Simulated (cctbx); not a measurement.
## Reading a Patterson map

Space group C2/m (no. 12), a = 10.9700 Å, b = 4.2540 Å, c = 8.1150 Å, α = 90.00°, β = 108.06°, γ = 90.00°, content Ho6 Sn4 Ge4 Cu4.

Simulated single-crystal data (cctbx): Mo Kα, λ = 0.71073 Å, to d = 0.8 Å, 80 % of the full sphere, strongest reflection 40000 counts, noise from counting, a 1.5 % proportional error and a noise floor of 2 counts (s.d.); no absorption.

Patterson synthesis, origin scaled to 1000:

```text
Patterson group C 1 2/m 1
      u       v       w   height  length (A)
  0.000   0.000   0.000   1000.0     0.00
  0.121   0.500   0.687    540.8     3.86
  0.216   0.500   0.086    469.4     3.10
  0.091   0.000   0.396    465.2     3.05
  0.164   0.500   0.227    301.9     3.02
  0.250   0.000   0.379    206.8     3.43
  0.178   0.500   0.937    171.9     3.03
  0.025   0.500   0.287    169.8     3.10
  0.061   0.000   0.688    157.1     2.82
  0.196   0.500   0.374    157.0     3.78
  0.193   0.000   0.518    131.1     4.99
  0.080   0.500   0.830    120.2     2.82
  0.091   0.500   0.543    110.9     4.64
  0.102   0.500   0.974     61.6     2.44
```

**Question.** Which atom pairs make the peaks, and where is the heaviest atom?

A peak at u stands for all pairs with xi − xj = u, with weight Σ ZiZj against Σ Z² = 44394 at the origin. Peak heights follow these weights only roughly, since form factors, motion and series ripples differ, all vectors within 0.55 Å of a peak are counted as merged into it though the farther ones add only part of their weight, and F(000) is left out, which lowers the whole map:

| u | v | w | shortest length (Å) | height | 1000 ΣZiZj/ΣZ² | pairs in the cell |
| --- | --- | --- | --- | --- | --- | --- |
| 0.121 | 0.500 | 0.687 | 3.85 | 541 | 549 | 4 × Ho–Ho, 4 × Sn–Ge |
| 0.216 | 0.500 | 0.086 | 3.10 | 469 | 495 | 4 × Ho–Sn, 4 × Ho–Ge |
| 0.091 | 0.000 | 0.396 | 3.06 | 465 | 495 | 4 × Ho–Sn, 4 × Ho–Ge |
| 0.164 | 0.500 | 0.227 | 3.02 | 302 | 302 | 4 × Ho–Sn |
| 0.250 | 0.000 | 0.379 | 3.43 | 207 | 202 | 2 × Ho–Ho |
| 0.178 | 0.500 | 0.937 | 3.04 | 172 | 175 | 4 × Ho–Cu |
| 0.025 | 0.500 | 0.287 | 3.10 | 170 | 193 | 4 × Ho–Ge |
| 0.061 | 0.000 | 0.688 | 2.81 | 157 | 306 | 4 × Ho–Cu, 4 × Sn–Cu |
| 0.196 | 0.500 | 0.374 | 3.78 | 157 | 175 | 4 × Ho–Cu |
| 0.193 | 0.000 | 0.518 | 4.08 | 131 | 144 | 4 × Sn–Ge |

The table stops at ten peaks or at a height of 45, below which ripples compete. In the model behind the data Ho, the heaviest element, has 2 independent sites: (0, 0, 0) and (0.8752, 1/2, 0.3123), up to an allowed shift of origin; the Ho–Ho vectors are differences of these positions and their symmetry mates. The whole model:

```csv
atom,mult.,x,y,z,Ueq (Å²)
Ho1,2,0,0,0,0.0040
Ho2,4,0.8752,1/2,0.3123,0.0032
Sn1,4,0.7115,0,0.0817,0.0036
Ge1,4,0.6000,1/2,0.4019,0.0033
Cu1,4,0.8054,1/2,0.6246,0.0048
```

The model is made up (kin elements in a known structure type, no relaxation), so it says nothing on whether the phase exists.

[Logs are printed without paths, hosts, clocks, repeated set-up lines and the standing remarks that a program may print on its own settings, such as how far it seeks lower states.]
